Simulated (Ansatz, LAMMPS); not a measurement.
**Elastic response of La2O3 with crystalline order left by the classical run (105 atoms)**

Aim: relax La2O3 with crystalline order left by the classical run (105 atoms), then change its volume and shape to read moduli from the stress.

Calculated with Ansatz 0.2.0; Kohn-Sham DFT, PBE, PAW (set soft_2), plane waves.

**1. The starting structure**

The cell holds 105 atoms: 42 La and 63 O. Cell: a = 12.283 Å, b = 12.283 Å, c = 12.283 Å, α = 90.0°, β = 90.0°, γ = 90.0°. 105 atoms (42 Nd, 63 O) placed at random at 7.01 g/cm³, melted at 5000 K for 10 ps at fixed volume with the Morse and Coulomb pair potential with partial charges (Pedone, Malavasi, Menziani, Cormack and Segre, J. Phys. Chem. B 110, 11780 (2006)). Quenched from 5000 K to 300 K at 50 K/ps and fixed volume, held 10 ps at zero pressure, then minimised at fixed cell. Then Nd was replaced by La and the cell scaled by 1.023 (the potential has no terms for the new elements, so the cell is a start for a DFT relaxation).

Limits known from the start: The quench rate of 50 K/ps far exceeds what a furnace or splat quench reaches, so expect more defects and frozen-in strain than in a real sample. The starting topology of bonds comes from the classical model, and needn't be the one that DFT or experiment would give. The Brillouin zone is sampled at Γ only. Spin–orbit coupling is left out, which matters for the levels of the heavy elements.

**2. Single point at the start**

A single point comes first, to see the forces before anything moves.

File input.yaml:

```yaml
crystal:
  lattice:
    - [12.28313, 0.0, 0.0]
    - [0.0, 12.28313, 0.0]
    - [0.0, 0.0, 12.28313]
  atoms:
    - { symbol: La, position: [0.55206, 0.56953, 0.7089] }
    - { symbol: La, position: [0.84879, 0.22627, 0.63424] }
    - { symbol: La, position: [0.07113, 0.74762, 0.98795] }
    - { symbol: La, position: [0.59525, 0.82786, 0.5998] }
    - { symbol: La, position: [0.56842, 0.00745, 0.85954] }
    - { symbol: La, position: [0.84827, 0.9752, 0.726] }
    - { symbol: La, position: [0.11091, 0.1988, 0.47044] }
    - { symbol: La, position: [0.36367, 0.28919, 0.28144] }
    - { symbol: La, position: [0.56868, 0.66066, 0.00141] }
    - { symbol: La, position: [0.83214, 0.92914, 0.08257] }
    - { symbol: La, position: [0.58819, 0.32953, 0.46846] }
    - { symbol: La, position: [0.5763, 0.81978, 0.26572] }
    - { symbol: La, position: [0.32829, 0.10488, 0.69857] }
    - { symbol: La, position: [0.10177, 0.93346, 0.57374] }
    - { symbol: La, position: [0.30934, 0.5641, 0.9104] }
    - { symbol: La, position: [0.0961, 0.7568, 0.28316] }
    - { symbol: La, position: [0.07667, 0.02217, 0.9107] }
    - { symbol: La, position: [0.07651, 0.46991, 0.10027] }
    - { symbol: La, position: [0.3607, 0.58164, 0.19982] }
    - { symbol: La, position: [0.85534, 0.01603, 0.39431] }
    - { symbol: La, position: [0.82228, 0.20844, 0.00805] }
    - { symbol: La, position: [0.84037, 0.46281, 0.90559] }
    - { symbol: La, position: [0.84224, 0.48925, 0.59635] }
    - { symbol: La, position: [0.61399, 0.39886, 0.1197] }
    - { symbol: La, position: [0.33208, 0.81955, 0.76365] }
    - { symbol: La, position: [0.32571, 0.38124, 0.61273] }
    - { symbol: La, position: [0.61628, 0.57404, 0.38054] }
    - { symbol: La, position: [0.8623, 0.31399, 0.31693] }
    - { symbol: La, position: [0.59944, 0.10952, 0.1891] }
    - { symbol: La, position: [0.85614, 0.75499, 0.49704] }
    - { symbol: La, position: [0.33558, 0.89438, 0.09154] }
    - { symbol: La, position: [0.07578, 0.29058, 0.8296] }
    - { symbol: La, position: [0.57612, 0.28885, 0.77871] }
    - { symbol: La, position: [0.35499, 0.00231, 0.35929] }
    - { symbol: La, position: [0.09151, 0.17528, 0.1634] }
    - { symbol: La, position: [0.34167, 0.2931, 0.98616] }
    - { symbol: La, position: [0.58701, 0.0764, 0.5361] }
    - { symbol: La, position: [0.33195, 0.6567, 0.49318] }
    - { symbol: La, position: [0.82935, 0.64155, 0.17074] }
    - { symbol: La, position: [0.09272, 0.47885, 0.40304] }
    - { symbol: La, position: [0.81307, 0.72898, 0.85552] }
    - { symbol: La, position: [0.07909, 0.6571, 0.67103] }
    - { symbol: O, position: [0.68395, 0.58146, 0.8605] }
    - { symbol: O, position: [0.47844, 0.97729, 0.67641] }
    - { symbol: O, position: [0.94002, 0.61172, 0.98532] }
    - { symbol: O, position: [0.20165, 0.6285, 0.0744] }
    - { symbol: O, position: [0.4111, 0.91893, 0.91464] }
    - { symbol: O, position: [0.46638, 0.68212, 0.3582] }
    - { symbol: O, position: [0.99747, 0.58493, 0.25303] }
    - { symbol: O, position: [0.19025, 0.97669, 0.75313] }
    - { symbol: O, position: [0.16531, 0.90331, 0.02246] }
    - { symbol: O, position: [0.20941, 0.53116, 0.59602] }
    - { symbol: O, position: [0.04129, 0.34882, 0.25058] }
    - { symbol: O, position: [0.24517, 0.33692, 0.43498] }
    - { symbol: O, position: [0.44093, 0.17465, 0.85173] }
    - { symbol: O, position: [0.43134, 0.42734, 0.77609] }
    - { symbol: O, position: [0.9566, 0.8272, 0.65636] }
    - { symbol: O, position: [0.97234, 0.33318, 0.99087] }
    - { symbol: O, position: [0.44853, 0.67608, 0.85279] }
    - { symbol: O, position: [0.449, 0.71952, 0.62854] }
    - { symbol: O, position: [0.74686, 0.43985, 0.41346] }
    - { symbol: O, position: [0.94087, 0.12833, 0.81371] }
    - { symbol: O, position: [0.97432, 0.60323, 0.50822] }
    - { symbol: O, position: [0.48107, 0.48733, 0.53443] }
    - { symbol: O, position: [0.19657, 0.24794, 0.68116] }
    - { symbol: O, position: [0.45478, 0.49282, 0.03093] }
    - { symbol: O, position: [0.24871, 0.13792, 0.26334] }
    - { symbol: O, position: [0.69442, 0.05487, 0.0014] }
    - { symbol: O, position: [0.52291, 0.9202, 0.4386] }
    - { symbol: O, position: [0.9143, 0.36528, 0.74645] }
    - { symbol: O, position: [0.80218, 0.45676, 0.11078] }
    - { symbol: O, position: [0.75197, 0.92957, 0.5406] }
    - { symbol: O, position: [0.26574, 0.3933, 0.15206] }
    - { symbol: O, position: [0.96569, 0.07844, 0.57236] }
    - { symbol: O, position: [0.69192, 0.86182, 0.77569] }
    - { symbol: O, position: [0.51206, 0.41531, 0.30158] }
    - { symbol: O, position: [0.72788, 0.77058, 0.03532] }
    - { symbol: O, position: [0.68632, 0.37728, 0.64644] }
    [... 21 atom lines left out ...]
    - { symbol: O, position: [0.99158, 0.86828, 0.41303] }
    - { symbol: O, position: [0.69187, 0.32471, 0.92764] }
    - { symbol: O, position: [0.73094, 0.97114, 0.24912] }
    - { symbol: O, position: [0.69378, 0.12034, 0.7175] }
    - { symbol: O, position: [0.19847, 0.4162, 0.9056] }
    - { symbol: O, position: [0.21093, 0.78088, 0.58314] }
kpoints:
  mp_grid: { grid: [1, 1, 1] }
hamiltonian:
  xc: pbe
scf:
  occupations: { method: fixed }
output:
  forces: true
```

On the command line:

```bash
$ ansatz run input.yaml --threads 4 --pin off --max-ram 8192MiB --backend cpu --events-out ev --progress --plain --runs-dir out
```

Numbers of over 12 decimals in the logs are rounded to 6 here.

What it wrote:

```text
Engine: ansatz 0.2.0, x86_64-unknown-linux-gnu
Pseudopotentials: kind: paw
Pseudopotential: La, paw, valence charge 11, recommended cutoff 420 eV (normal), La.paw.azcp
Pseudopotential: O, paw, valence charge 6, recommended cutoff 420 eV (normal), O.paw.azcp
Functional definition: PBE
  parameter kappa = 0.804
  parameter beta = 0.066725
  exchange = pbe_x(kappa = kappa, mu = beta*pi^2/3)
  correlation = pbe_c(beta = beta)
Crystal: 105 atoms, lattice volume = 1853.221 Å³
Basis set: ecut = 420 eV, 36257 PW (Γ), exchange–correlation on 180×180×180 points (8 copies of the dense FFT grid, shifted against one another)
Bands: 525, of which v1, the nominal top of the filled ones, is band 420 counted from 1 (419 counted from 0)
Symmetry: 1 space group operations
Space group: P1 (ITA 1), of the structure as read, at distance tolerance 1.2e-4 Å
k-points: 1
Non-local potential: La, projectors of the file, l = 0: 3, l = 1: 2, l = 2: 2, l = 3: 3
Non-local potential: O, projectors of the file, l = 0: 2, l = 1: 2, l = 2: 1
PAW form: soft (Blöchl's): semilocal exchange-correlation on the pseudo side does not see the compensation charge
PAW one-centre angular grid: La, 590 points (default); XC on 64 Gauss nodes
PAW one-centre angular grid: O, 110 points (default); XC on 64 Gauss nodes
Initial density: superposition of atomic densities (neutral atoms: chi_scale 0, normalization atom), corrected by the library's trained network
Initial wavefunctions: pseudopotential atomic-orbital guess
Functional: x = pbe(κ = 0.804, μ = 0.219515), c = pbe(β = 0.066725)
SCF iter   1: F=—  HF=-298441.218575 eV  |F-HF|=—  |Δ(HF+E_count)|=         —  Δρ=2.93e-3  dr2=2.37e-1  ethr=1.77e-3  ⟨swp⟩=4.0  Hψ=1914  notcnv=0  defer=101
preconditioner: auto → Resta (q_TF=auto, 2.391 Å⁻¹)  ε∞=4.8  [insulator: Δε(μ)=2.896 eV  Ē_g=12.185 eV  n_scr=436 (ndim 8)  ℏωp=23.7 eV  f_vac=0.034  ε∞_Penn≈4.8]
SCF iter   2: F=—  HF=-298441.212803 eV  |F-HF|=—  |Δ(HF+E_count)|=   5.77e-3  Δρ=1.66e-3  dr2=4.78e-2  ethr=2.82e-5  ⟨swp⟩=3.0  Hψ=753  notcnv=0  defer=103
SCF iter   3: F=—  HF=-298441.216454 eV  |F-HF|=—  |Δ(HF+E_count)|=   3.65e-3  Δρ=7.62e-4  dr2=1.43e-2  ethr=5.68e-6  ⟨swp⟩=3.0  Hψ=847  notcnv=0  defer=103
SCF iter   4: F=—  HF=-298441.218541 eV  |F-HF|=—  |Δ(HF+E_count)|=   2.09e-3  Δρ=1.99e-4  dr2=8.25e-4  ethr=1.71e-6  ⟨swp⟩=3.0  Hψ=849  notcnv=0  defer=103
SCF iter   5: F=—  HF=-298441.218805 eV  |F-HF|=—  |Δ(HF+E_count)|=   2.64e-4  Δρ=1.30e-4  dr2=3.01e-4  ethr=9.82e-8  ⟨swp⟩=2.0  Hψ=781  notcnv=0  defer=103
SCF iter   6: F=—  HF=-298441.218784 eV  |F-HF|=—  |Δ(HF+E_count)|=   2.10e-5  Δρ=5.10e-5  dr2=4.69e-5  ethr=3.58e-8  ⟨swp⟩=3.0  Hψ=801  notcnv=0  defer=103
SCF iter   7: F=—  HF=-298441.223024 eV  |F-HF|=—  |Δ(HF+E_count)|=   4.24e-3  Δρ=1.34e-5  dr2=4.54e-6  ethr=5.58e-9  ⟨swp⟩=2.0  Hψ=881  notcnv=0  defer=103
SCF iter   8: F=—  HF=-298441.223028 eV  |F-HF|=—  |Δ(HF+E_count)|=   3.76e-6  Δρ=1.27e-5  dr2=2.84e-6  ethr=5.41e-10  ⟨swp⟩=3.0  Hψ=805  notcnv=0  defer=103
SCF iter   9: F=—  HF=-298441.223028 eV  |F-HF|=—  |Δ(HF+E_count)|=   1.36e-7  Δρ=2.38e-6  dr2=1.50e-7  ethr=3.38e-10  ⟨swp⟩=3.0  Hψ=802  notcnv=0  defer=103
SCF iter  10: F=-298441.223028 eV  HF=-298441.223028 eV  |F-HF|=6.11e-9  |Δ(HF+E_count)|=   1.76e-7  Δρ=1.16e-6  dr2=3.07e-8  ethr=1.19e-11  ⟨swp⟩=5.0  Hψ=1467  notcnv=0
SCF 1 converged in 10 iterations: F = -298441.223028 eV  dr2 = 3.07e-8
  greatest PAW one-centre occupation: 0.973 electrons in one spin orbital (limit 2), on the La atom at site 7 (counted from 0), in its partial waves of l = 0
SCF converged after 10 iterations
Free energy (F): -298441.223028 eV
Harris-Foulkes:  -298441.223028 eV  (|F-HF|=6.11e-9)
Internal energy: -298441.223028 eV  (E = F + TS)
E sigma→0 (E₀):  -298441.223028 eV
Fermi energy:    9.005405 eV
--- Per-component energies (eV) ---
  E_band       = -1047.496508
  E_kinetic    = 19118.058969
  E_local      = -36621.319058  (includes V_loc(G=0)·N_el)
  E_nonlocal   = 7075.115236
  E_hartree    = 13261.214555
  E_xc         = -10554.260528
  E_vxc        = -12195.447745  (∫ρ·V_xc dr)
  E_paw        = -237467.881306  (= ΣΔE_a)
  E_vpaw       = -4946.488309  (= ΣTr[D̂ρ^β])
  E_aug_tail   = 0.151890  (compensation charges beyond the density's cutoff)
  E_ewald      = -53252.302786
  E_smearing   = -0.000000  (= −TS)
  E_closure    = 0.000000  (closes the sum)
  Σ components = -298441.223028   (vs F -298441.223028, Δ=0.00e0)
--- Forces (eV/Å), atoms counted from 1 ---
  atom   1  La    -0.15872132    -0.25242851    -0.09350973
  atom   2  La    -0.21148641    -0.28691945     0.39171166
  atom   3  La     0.05954679    -0.30617570    -0.26907201
  atom   4  La     0.18502579    -0.32678681     0.00481466
  atom   5  La    -0.01333726    -0.24865898     0.13371329
  atom   6  La    -0.25885073    -0.16296546    -0.01575350
  atom   7  La     0.31188802     0.03843103     0.00377683
  atom   8  La    -0.06862973     0.32914637     0.30587077
  atom   9  La     0.27353500     0.24976422    -0.03492983
  atom  10  La    -0.27091427    -0.33792403     0.19237085
  atom  11  La    -0.00073382     0.13713585     0.18916180
  atom  12  La     0.37130739     0.12038678     0.25057499
  atom  13  La    -0.38233149     0.19088562     0.21684405
  atom  14  La     0.17039969    -0.22933705     0.10132430
[...]
atom 104  O     -0.10909013    -0.38092876     0.34810325
  atom 105  O      0.12949785    -0.32720669     0.30744845
  max |Σ_I F_I| component: 2.04e-5 eV/Å
```

Run time: 17 s. Hardware: 4 threads of AMD EPYC 9R14 (Zen 4), shared host; peak memory 3.3 GiB; 64 s of CPU time.

The r.m.s. force at the start is 0.25 eV/Å.

(Part 1 of 3 ends here.)

[Logs are printed without paths, hosts, clocks, repeated set-up lines and the standing remarks that a program may print on its own settings, such as how far it seeks lower states.]

[Hosts, paths, dates, database ids (printed as entryN), source tags and the programs' standing remarks are cut or masked in the printed files.]
